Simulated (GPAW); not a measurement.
# Screening of a field by NbGe2As4 monolayer

How does NbGe2As4 monolayer screen a perpendicular field?

Program: GPAW 26.7.0. Level of theory: GPAW, PAW setups; layer in a repeated cell with vacuum, relaxation of atoms and in-plane cell, in the first sound run; inputs show where later runs differ. Results are calculated unless marked as measured.

### Step 1. The starting structure

The cell holds 7 atoms: 4 As, 2 Ge and 1 Nb. Its edges and angles: a = 3.730 Å, b = 3.730 Å, c = 27.441 Å, α = 90.0°, β = 90.0°, γ = 120.0°. Vacuum lies along c.

### Step 2. Relaxation

The atoms are relaxed first, since the surface dipole, and with it the work function, follows the positions of the outer layers.

Input file run.py:

```python
import json
import numpy as np
from ase import Atoms
from ase.filters import FrechetCellFilter
from ase.optimize import BFGS
from gpaw import GPAW, PW

slab = Atoms(
    ['As', 'Ge', 'As', 'Nb', 'As', 'Ge', 'As'],
    positions=[
        [0.00000, 0.00000, 9.00000],
        [-0.00000, 2.15352, 9.86300],
        [-0.00000, 2.15352, 12.18300],
        [0.00000, 0.00000, 13.72043],
        [-0.00000, 2.15352, 15.25785],
        [-0.00000, 2.15352, 17.57785],
        [0.00000, 0.00000, 18.44085]],
    cell=[[3.73, 0.0, 0.0], [-1.865, 3.23027, 0.0], [0.0, 0.0, 27.4409]],
    pbc=[True, True, True],
    magmoms=[0.0, 0.0, 0.0, 1.0, 0.0, 0.0, 0.0])

slab.calc = GPAW(mode=PW(600), xc='PBE', kpts={'size': (9, 9, 1), 'gamma': True},
                 occupations={'name': 'fermi-dirac', 'width': 0.05}, nbands='200%',
                 convergence={'density': 1e-05}, maxiter=200,
                 symmetry={'tolerance': 1e-3}, txt='slab.txt')
result = {}
# The in-plane cell is free; stress needs a cell that repeats along all three vectors
path = []
opt = BFGS(FrechetCellFilter(slab, mask=[1, 1, 0, 0, 0, 1]), maxstep=0.2)
opt.attach(lambda: path.append((slab.get_potential_energy(), slab.positions.tolist(), slab.get_forces().tolist())))
result['relaxed'] = bool(opt.run(fmax=0.02, steps=45))
result['path'] = path
result['cell'] = slab.cell.tolist()
print('in-plane lattice', slab.cell.cellpar().round(4)[[0, 1, 5]])
energy = slab.get_potential_energy()
fermi = slab.calc.get_fermi_level()
v = slab.calc.get_electrostatic_potential().mean((0, 1)) - fermi
n = slab.calc.get_pseudo_density().mean((0, 1))
L = slab.cell[2, 2]
z = np.arange(len(v)) * L / len(v)
low, high = slab.positions[:, 2].min(), slab.positions[:, 2].max()
below, above = np.interp([low - 6.8, high + 6.8], z, v)
slopes = [np.interp(x, z, np.gradient(v, z)) for x in (low - 6.8, high + 6.8)]
eps = np.array([[slab.calc.get_eigenvalues(k, s) for k in range(len(slab.calc.get_ibz_k_points()))]
                for s in range(slab.calc.get_number_of_spins())]) - fermi
top, bottom = eps[eps < 0].max(), eps[eps > 0].min()
dipole = slab.get_dipole_moment()[2]
print(f'energy {energy:.4f} eV, Fermi level {fermi:.4f} eV, dipole {dipole:.5f} e A')
print(f'potential 6.8 A off the faces, from the Fermi level: lower {below:.4f} eV, upper {above:.4f} eV')
print(f'slope of the potential there: lower {slopes[0]:.5f}, upper {slopes[1]:.5f} eV/A')
print(f'nearest levels on the mesh: {top:.4f} and {bottom:.4f} eV')
print('magnetic moment', round(slab.get_magnetic_moment(), 3))
result.update(energy=energy, fermi=fermi, dipole=dipole, below=below, above=above, slopes=slopes, edges=[top, bottom],
              z=z.tolist(), v=v.tolist(), n=n.tolist(), positions=slab.positions.tolist(),
              forces=slab.get_forces(apply_constraint=False).tolist(), moments=slab.get_magnetic_moments().tolist())
json.dump(result, open('result.json', 'w'))
```

Run with:

```sh
$ OMP_NUM_THREADS=1 OPENBLAS_NUM_THREADS=1 python run.py
```

The log of the run:

```text
Step          Energy          fmax
BFGS:    0      -37.781010        3.009431
BFGS:    1      -38.161887        2.435038
BFGS:    2      -38.746715        0.893437
BFGS:    3      -38.769114        0.671849
BFGS:    4      -38.836013        0.565047
BFGS:    5      -38.878105        0.523771
BFGS:    6      -38.913273        0.350417
BFGS:    7      -38.923308        0.242233
BFGS:    8      -38.928350        0.197155
BFGS:    9      -38.931492        0.200041
BFGS:   10      -38.934044        0.180081
BFGS:   11      -38.937812        0.184971
BFGS:   12      -38.942364        0.182949
BFGS:   13      -38.945167        0.097087
BFGS:   14      -38.945912        0.022011
BFGS:   15      -38.945982        0.001737
in-plane lattice [  3.761   3.761 120.   ]
energy -38.9346 eV, Fermi level 0.1101 eV, dipole 0.00044 e A
potential 6.8 A off the faces, from the Fermi level: lower 5.0275 eV, upper 5.0297 eV
slope of the potential there: lower -0.00074, upper -0.00048 eV/A
nearest levels on the mesh: -0.0454 and 0.0022 eV
magnetic moment -0.0
```

The job ended after 83 min (1 thread of Arm Neoverse V1, shared host; peak memory 0.88 GiB).

Numbers from this step:

- dipole along the normal: 4.43e-4 e·Å
- levels nearest the Fermi level on the mesh: -0.04535, 0.002155 eV from the Fermi level
- sum of the site moments: 0 μB

The electrostatic potential energy of an electron (without an applied field's), less the Fermi level, planar mean oscillates, so the rows of the table below give means over windows of 1.8 Å about each position, cut where the curve ends. Its maxima inside the range that stand out by 2 % of the span (Å: eV): 9.2: -8.61, 11.1: 2.55, 12.9: -5.32, 14.6: -5.32, 16.4: 2.55, 18.3: -8.60. Its minima: 8.7: -13.1, 9.7: -12.6, 12.3: -11.7, 13.7: -15.5, 15.2: -11.7, 17.8: -12.6, 18.8: -13.1.

Table of electrostatic potential energy of an electron (without an applied field's), less the Fermi level, planar mean by z; means over each step:

z (Å), electrostatic potential energy of an electron (without an applied field's), less the Fermi level, planar mean (eV) and a bar from the least value:
```
     0.90        5.0 ##############################
     2.70        5.0 ##############################
     4.50        5.0 ##############################
     6.30        4.9 ##############################
     8.10       -4.4 ###########
     9.90       -6.9 ######
    11.70       -3.9 ############
    13.50       -9.9 
    15.30       -5.9 ########
    17.10       -4.0 ############
    18.90       -7.5 #####
    20.70        4.5 #############################
    22.50        5.0 ##############################
    24.30        5.0 ##############################
    26.10        5.0 ##############################
```

The pseudo valence density, planar mean oscillates, so the rows of the table below give means over windows of 1 Å about each position, cut where the curve ends. Its maxima inside the range that stand out by 2 % of the span (Å: e/Å³): 8.2: 0.240, 9.3: 0.401, 10.3: 0.207, 11.8: 0.236, 13.7: 1.00, 15.6: 0.236, 17.2: 0.207, 18.2: 0.401, 19.2: 0.240. Its minima: 8.6: 0.168, 9.8: 0.0590, 11.0: 0.108, 12.2: 0.163, 15.3: 0.163, 16.5: 0.108, 17.7: 0.0590, 18.9: 0.168.

Table of pseudo valence density, planar mean by z; means over each step:

z (Å), pseudo valence density, planar mean (e/Å³) and a bar:
```
        4       0.00 
        5       0.00 
        6       0.00 
        7       0.03 #
        8       0.18 ########
        9       0.30 #############
       10       0.16 #######
       11       0.13 #####
       12       0.21 #########
       13       0.46 ###################
       14       0.71 ##############################
       15       0.27 ###########
       16       0.17 #######
       17       0.16 #######
       18       0.26 ###########
       19       0.22 #########
       20       0.08 ###
       21       0.01 
       22       0.00 
       23       0.00
```

The relaxation lowered the energy of the cell by 1.17 eV (energies extrapolated to zero smearing; the optimiser's log prints free energies). The largest force left on a free atom is 0.0017 eV/Å.

### Step 3. The slab's potential

The work function is the vacuum plateau of the electrostatic potential less the Fermi level; a dipole layer lets the two faces have plateaus of their own.

This step: GPAW, PAW setups; slab in vacuum (GPAW 26.7.0).

The cell differs from the one that the last finished run ended in (c 27.441 → 28.246 Å).

Edit run.py of step 2 so:

```diff
@@ -3,4 +3,2 @@
 from ase import Atoms
-from ase.filters import FrechetCellFilter
-from ase.optimize import BFGS
 from gpaw import GPAW, PW
@@ -11,25 +9,18 @@
         [0.00000, 0.00000, 9.00000],
-        [-0.00000, 2.15352, 9.86300],
-        [-0.00000, 2.15352, 12.18300],
-        [0.00000, 0.00000, 13.72043],
-        [-0.00000, 2.15352, 15.25785],
-        [-0.00000, 2.15352, 17.57785],
-        [0.00000, 0.00000, 18.44085]],
-    cell=[[3.73, 0.0, 0.0], [-1.865, 3.23027, 0.0], [0.0, 0.0, 27.4409]],
-    pbc=[True, True, True],
+        [-0.00000, 2.17144, 10.15501],
+        [-0.00000, 2.17144, 12.62836],
+        [-0.00000, 0.00000, 14.12319],
+        [-0.00000, 2.17144, 15.61801],
+        [-0.00000, 2.17144, 18.09136],
+        [-0.00000, -0.00000, 19.24636]],
+    cell=[[3.76104, 0.0, 0.0], [-1.88052, 3.25715, 0.0], [0.0, 0.0, 28.2464]],
+    pbc=[True, True, False],
     magmoms=[0.0, 0.0, 0.0, 1.0, 0.0, 0.0, 0.0])
 
-slab.calc = GPAW(mode=PW(600), xc='PBE', kpts={'size': (9, 9, 1), 'gamma': True},
+slab.calc = GPAW(mode=PW(400), xc='PBE', kpts={'size': (9, 9, 1), 'gamma': True},
                  occupations={'name': 'fermi-dirac', 'width': 0.05}, nbands='200%',
                  convergence={'density': 1e-05}, maxiter=200,
+                 poissonsolver={'dipolelayer': 'xy'},
                  symmetry={'tolerance': 1e-3}, txt='slab.txt')
 result = {}
-# The in-plane cell is free; stress needs a cell that repeats along all three vectors
-path = []
-opt = BFGS(FrechetCellFilter(slab, mask=[1, 1, 0, 0, 0, 1]), maxstep=0.2)
-opt.attach(lambda: path.append((slab.get_potential_energy(), slab.positions.tolist(), slab.get_forces().tolist())))
-result['relaxed'] = bool(opt.run(fmax=0.02, steps=45))
-result['path'] = path
-result['cell'] = slab.cell.tolist()
-print('in-plane lattice', slab.cell.cellpar().round(4)[[0, 1, 5]])
 energy = slab.get_potential_energy()
```

The log of the run:

```text
energy -38.9124 eV, Fermi level -0.0362 eV, dipole 0.00090 e A
potential 6.8 A off the faces, from the Fermi level: lower 5.0230 eV, upper 5.0339 eV
slope of the potential there: lower -0.00017, upper 0.00017 eV/A
nearest levels on the mesh: -0.0453 and 0.0021 eV
magnetic moment 0.0
```

Elapsed: 3.7 min, on 1 thread; peak memory 0.37 GiB.

Numbers from this step:

```
dipole along the normal                    : 9.02e-4 e·Å
levels nearest the Fermi level on the mesh : -0.04533, 0.002064 eV from the Fermi level
upper work function                        : 5.034 eV
lower work function                        : 5.023 eV
```

The electrostatic potential energy of an electron (without an applied field's), less the Fermi level, planar mean oscillates, so the rows of the table below give means over windows of 1.78 Å about each position, cut where the curve ends. Its maxima inside the range that stand out by 2 % of the span (Å: eV): 9.6: -8.63, 11.4: 2.55, 13.3: -5.29, 15.0: -5.28, 16.8: 2.56, 18.6: -8.62. Its minima: 9.0: -13.0, 10.1: -12.6, 12.7: -11.7, 14.1: -15.5, 15.6: -11.7, 18.1: -12.6, 19.2: -13.0.

Table of electrostatic potential energy of an electron (without an applied field's), less the Fermi level, planar mean by z; means over each step:

| z (Å) | electrostatic potential energy of an electron (without an applied field's), less the Fermi level, planar mean (eV) |
| --- | --- |
| 0.89 | 5.02 |
| 2.67 | 5.02 |
| 4.45 | 5.02 |
| 6.23 | 4.98 |
| 8.01 | 0.161 |
| 9.79 | -10.3 |
| 11.57 | -0.767 |
| 13.35 | -9.91 |
| 15.13 | -8.95 |
| 16.91 | -0.508 |
| 18.69 | -10.8 |
| 20.47 | 2.12 |
| 22.25 | 5.01 |
| 24.03 | 5.03 |
| 25.81 | 5.03 |
| 27.59 | 5.03 |

The pseudo valence density, planar mean oscillates, so the rows of the table below give means over windows of 1 Å about each position, cut where the curve ends. Its maxima inside the range that stand out by 2 % of the span (Å: e/Å³): 8.6: 0.243, 9.6: 0.407, 10.7: 0.211, 12.1: 0.233, 14.0: 0.962, 16.1: 0.233, 17.6: 0.211, 18.6: 0.407, 19.7: 0.243. Its minima: 9.0: 0.170, 10.3: 0.0710, 11.3: 0.108, 12.6: 0.165, 15.7: 0.165, 16.9: 0.108, 18.0: 0.0710, 19.2: 0.170.

The pseudo valence density, planar mean by z; means over each step:

| z (Å) | pseudo valence density, planar mean (e/Å³) |
| --- | --- |
| 5 | 3.4e-5 |
| 6 | 5.5e-4 |
| 7 | 0.00919 |
| 8 | 0.113 |
| 9 | 0.248 |
| 10 | 0.224 |
| 11 | 0.148 |
| 12 | 0.183 |
| 13 | 0.301 |
| 14 | 0.761 |
| 15 | 0.387 |
| 16 | 0.197 |
| 17 | 0.133 |
| 18 | 0.179 |
| 19 | 0.286 |
| 20 | 0.158 |
| 21 | 0.0179 |
| 22 | 0.00112 |
| 23 | 6.8e-5 |

The potential is flat to 1.7e-4 eV/Å where it is read, so the vacuum is wide enough.

### Step 4. In a field

A uniform field along the normal polarises the slab; the atoms stay fixed, so this is the electronic response alone.

Edit run.py of step 3 so:

```diff
@@ -4,2 +4,3 @@
 from gpaw import GPAW, PW
+from gpaw.external import ConstantElectricField
 
@@ -23,2 +24,3 @@
                  poissonsolver={'dipolelayer': 'xy'},
+                 external=ConstantElectricField(-0.2, [0, 0, 1]),
                  symmetry={'tolerance': 1e-3}, txt='slab.txt')
```

The log of the run:

```text
energy -38.9294 eV, Fermi level -0.0379 eV, dipole -0.16914 e A
potential 6.8 A off the faces, from the Fermi level: lower 3.7820 eV, upper 6.2816 eV
slope of the potential there: lower -0.00019, upper 0.00014 eV/A
nearest levels on the mesh: -0.0453 and 0.0020 eV
magnetic moment 0.0
```

Run time: 14 min. Hardware: 1 thread; peak memory 0.69 GiB.

This step gave:

```yaml
dipole_along_the_normal: -0.1691 e·Å
levels_nearest_the_fermi_level_on_the_mesh: -0.04531, 0.002017 eV from the Fermi level
potential_below_the_slab_the_applied_field_s_own_ramp_left_out: 3.782 eV from the Fermi level
potential_above_the_slab_the_applied_field_s_own_ramp_left_out: 6.282 eV from the Fermi level
```

The electrostatic potential energy of an electron (without an applied field's), less the Fermi level, planar mean oscillates, so the rows of the table below give means over windows of 1.83 Å about each position, cut where the curve ends. Its maxima inside the range that stand out by 2 % of the span (Å: eV): 9.6: -9.50, 11.4: 2.02, 13.3: -5.45, 15.0: -5.12, 16.8: 3.09, 18.6: -7.75, 26.5: 6.28. Its minima: 9.0: -14.0, 10.1: -13.4, 12.7: -12.0, 14.1: -15.5, 15.6: -11.4, 18.1: -11.9, 19.2: -12.0.

Table of electrostatic potential energy of an electron (without an applied field's), less the Fermi level, planar mean by z; means over each step:

```csv
z (Å),"electrostatic potential energy of an electron (without an applied field's), less the Fermi level, planar mean (eV)"
0.92,3.91
2.75,3.78
4.58,3.78
6.41,3.72
8.23,-3.22
10.07,-9.24
11.89,-3.10
13.73,-10.1
15.55,-6.27
17.38,-2.59
19.21,-7.08
21.05,5.58
22.88,6.28
24.70,6.28
26.54,6.28
```

The dipole is now -0.169 e Å, against 9.0e-4 in the run without a field.

### Step 5. Field on

Edit run.py of step 4 so:

```diff
@@ -24,3 +24,3 @@
                  poissonsolver={'dipolelayer': 'xy'},
-                 external=ConstantElectricField(-0.2, [0, 0, 1]),
+                 external=ConstantElectricField(-0.1, [0, 0, 1]),
                  symmetry={'tolerance': 1e-3}, txt='slab.txt')
```

The log of the run:

```text
energy -38.9167 eV, Fermi level -0.0366 eV, dipole -0.08456 e A
potential 6.8 A off the faces, from the Fermi level: lower 4.4045 eV, upper 5.6541 eV
slope of the potential there: lower -0.00018, upper 0.00015 eV/A
nearest levels on the mesh: -0.0452 and 0.0020 eV
magnetic moment 0.0
```

Wall time 15 min (1 thread); peak memory 0.69 GiB.

Numbers from this step:

```
dipole along the normal                                         : -0.08456 e·Å
levels nearest the Fermi level on the mesh                      : -0.04523, 0.001965 eV from the Fermi level
potential below the slab, the applied field's own ramp left out : 4.404 eV from the Fermi level
potential above the slab, the applied field's own ramp left out : 5.654 eV from the Fermi level
```

The electrostatic potential energy of an electron (without an applied field's), less the Fermi level, planar mean oscillates, so the rows of the table below give means over windows of 1.78 Å about each position, cut where the curve ends. Its maxima inside the range that stand out by 2 % of the span (Å: eV): 9.6: -9.06, 11.4: 2.29, 13.3: -5.37, 15.0: -5.20, 16.8: 2.82, 18.6: -8.19, 26.9: 5.65. Its minima: 9.0: -13.5, 10.1: -13.0, 12.7: -11.9, 14.1: -15.5, 15.6: -11.6, 18.1: -12.3, 19.2: -12.5.

The electrostatic potential energy of an electron (without an applied field's), less the Fermi level, planar mean by z; means over each step:

```
z (Å)  electrostatic potential energy of an electron (without an applied field's), less the Fermi level, planar mean (eV)
 0.89                                                                                                                4.47
 2.67                                                                                                                4.40
 4.45                                                                                                                4.40
 6.23                                                                                                                4.36
 8.01                                                                                                              -0.408
 9.79                                                                                                               -10.7
11.57                                                                                                               -1.01
13.35                                                                                                               -9.98
15.13                                                                                                               -8.85
16.91                                                                                                              -0.238
18.69                                                                                                               -10.4
20.47                                                                                                                2.71
22.25                                                                                                                5.63
24.03                                                                                                                5.65
25.81                                                                                                                5.65
27.59                                                                                                                5.61
```

The dipole is now -0.0846 e Å, against 9.0e-4 in the run without a field.

### Step 6. Field on

Edit run.py of step 5 so:

```diff
@@ -24,3 +24,3 @@
                  poissonsolver={'dipolelayer': 'xy'},
-                 external=ConstantElectricField(-0.1, [0, 0, 1]),
+                 external=ConstantElectricField(-0.05, [0, 0, 1]),
                  symmetry={'tolerance': 1e-3}, txt='slab.txt')
```

The log of the run:

```text
energy -38.9135 eV, Fermi level -0.0364 eV, dipole -0.04226 e A
potential 6.8 A off the faces, from the Fermi level: lower 4.7165 eV, upper 5.3410 eV
slope of the potential there: lower -0.00018, upper 0.00016 eV/A
nearest levels on the mesh: -0.0453 and 0.0020 eV
magnetic moment -0.0
```

Run time: 14 min. Hardware: 1 thread; peak memory 0.69 GiB.

### Step 7. Field on

Edit run.py of step 6 so:

```diff
@@ -24,3 +24,3 @@
                  poissonsolver={'dipolelayer': 'xy'},
-                 external=ConstantElectricField(-0.05, [0, 0, 1]),
+                 external=ConstantElectricField(0.05, [0, 0, 1]),
                  symmetry={'tolerance': 1e-3}, txt='slab.txt')
```

The log of the run:

```text
energy -38.9135 eV, Fermi level -0.0364 eV, dipole 0.04226 e A
potential 6.8 A off the faces, from the Fermi level: lower 5.3410 eV, upper 4.7165 eV
slope of the potential there: lower -0.00016, upper 0.00018 eV/A
nearest levels on the mesh: -0.0453 and 0.0021 eV
magnetic moment -0.0
```

It took 14 min on 1 thread; peak memory 0.69 GiB.

(Continued in part 2 of 2.)

[Logs are printed without paths, hosts, clocks, repeated set-up lines and the standing remarks that a program may print on its own settings, such as how far it seeks lower states.]

[Hosts, paths, dates, database ids (printed as entryN), source tags and the programs' standing remarks are cut or masked in the printed files.]
